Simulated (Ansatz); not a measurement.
```
! title: Quasiparticle gap of V2O5 (Pmmn)
! method: DFT, LDA, plane waves, PAW (and 1 further level or step)
! program: Ansatz 0.2.0
! settings of one run: cutoff 420 eV, 6×2×6 k-mesh, smearing width 0.02 eV, default PAW
! cost: 2 runs, 3.6 min in all on 1 × NVIDIA H100 80GB HBM3 (shared by 6 runs) with 3 threads of AMD EPYC 7R13 (Zen 3), shared host (the runs of this entry)
! notes: The cell and positions come from the Crystallography Open Database and are kept as given unless a step says otherwise. Limits: no spin polarisation. Bands and cutoff are finite, so the gap is not at the basis limit. The miss can reach some tenths of an eV and take either sign; the mesh is an error of its own. The 4×2×4 mesh is coarse for this cell (its supercell is 14 Å along the shortest edge). The RPA ε∞ on it, from the LDA start, is 3.73, 5.94 and 6.46; such meshes misread the long-range screening, most where the gap is narrow. The runs have no spin polarisation. For a closed low-spin shell that is the natural state; [rest of the remark cut]
! LDA gap: 1.73 eV, indirect
! G0W0 gap on the mesh: 3.57 eV, from k = (-0.500, 0.000, -0.500) to k = Γ
! GW settings: 4×2×4 mesh, 982 empty bands, screening to 180 eV
! known limits: not at the basis limit; no spin polarisation; d states lean on the start; coarse k mesh
CELL_PARAMETERS angstrom
3.56400 0.00000 0.00000
0.00000 11.51200 0.00000
0.00000 0.00000 4.36800
ATOMIC_POSITIONS crystal
V 0.00000 0.85118 0.10830
V 0.00000 0.14882 0.10830
V 0.50000 0.35118 0.89170
V 0.50000 0.64882 0.89170
O 0.00000 0.85430 0.46900
O 0.00000 0.14570 0.46900
O 0.50000 0.35430 0.53100
O 0.50000 0.64570 0.53100
O 0.00000 0.68110 0.99700
O 0.00000 0.31890 0.99700
O 0.50000 0.18110 0.00300
O 0.50000 0.81890 0.00300
O 0.00000 0.00000 0.99900
O 0.50000 0.50000 0.00100
```

```
! title: V2O5 (Pmmn): band gap by G0W0 on HSE06
! method: G0W0 on HSE06, plane waves, PAW (and 1 further level or step)
! program: Ansatz 0.2.0
! settings of one run: cutoff 420 eV, 4×2×4 k-mesh, default PAW, empty bands 982, screening cutoff 180 eV, screening contour deformation, QP bands (v4, c4)
! cost: 2 runs, 5.5 min in all on 1 × NVIDIA H100 80GB HBM3 (shared by 6 runs) with 3 threads of AMD EPYC 7R13 (Zen 3), shared host (the runs of this entry)
! notes: In doubt: masses and optical values from hybrid runs of this build are listed as unsure (in some of the runs), which bears on the screening that GW takes from such a start. The cell and positions come from the Crystallography Open Database and are kept as given unless a step says otherwise. Limits: no spin polarisation; d states lean on the start. Bands and cutoff are finite, so the gap is not at the basis limit. The miss can reach some tenths of an eV and take either sign; the mesh is an error of its own. The 4×2×4 mesh is coarse for this cell (its supercell is 14 Å along the shortest edge). [rest of the remark cut]
! HSE06 gap: 3.38 eV, indirect
! G0W0 gap on the mesh: 3.97 eV, from k = (-0.500, 0.000, -0.500) to k = Γ
! GW settings: 4×2×4 mesh, 982 empty bands, screening to 180 eV
! known limits: not at the basis limit; no spin polarisation; d states lean on the start; coarse k mesh
CELL_PARAMETERS angstrom
3.56400 0.00000 0.00000
0.00000 11.51200 0.00000
0.00000 0.00000 4.36800
ATOMIC_POSITIONS crystal
V 0.00000 0.85118 0.10830
V 0.00000 0.14882 0.10830
V 0.50000 0.35118 0.89170
V 0.50000 0.64882 0.89170
O 0.00000 0.85430 0.46900
O 0.00000 0.14570 0.46900
O 0.50000 0.35430 0.53100
O 0.50000 0.64570 0.53100
O 0.00000 0.68110 0.99700
O 0.00000 0.31890 0.99700
O 0.50000 0.18110 0.00300
O 0.50000 0.81890 0.00300
O 0.00000 0.00000 0.99900
O 0.50000 0.50000 0.00100
```

[Paths, hosts, dates, memory and timing lines, banners, echoed tables and standing remarks are left out of the program output.]

[Logs are printed without paths, hosts, clocks, repeated set-up lines and the standing remarks that a program may print on its own settings, such as how far it seeks lower states.]

[Runs of the session that timed out or met a known fault of the program may be left out.]

[Cells called generated may have been cut or substituted from an entry of the Crystallography Open Database or the Materials Project.]

[Hosts, paths, dates, database ids (printed as entryN), source tags and the programs' standing remarks are cut or masked in the printed files.]
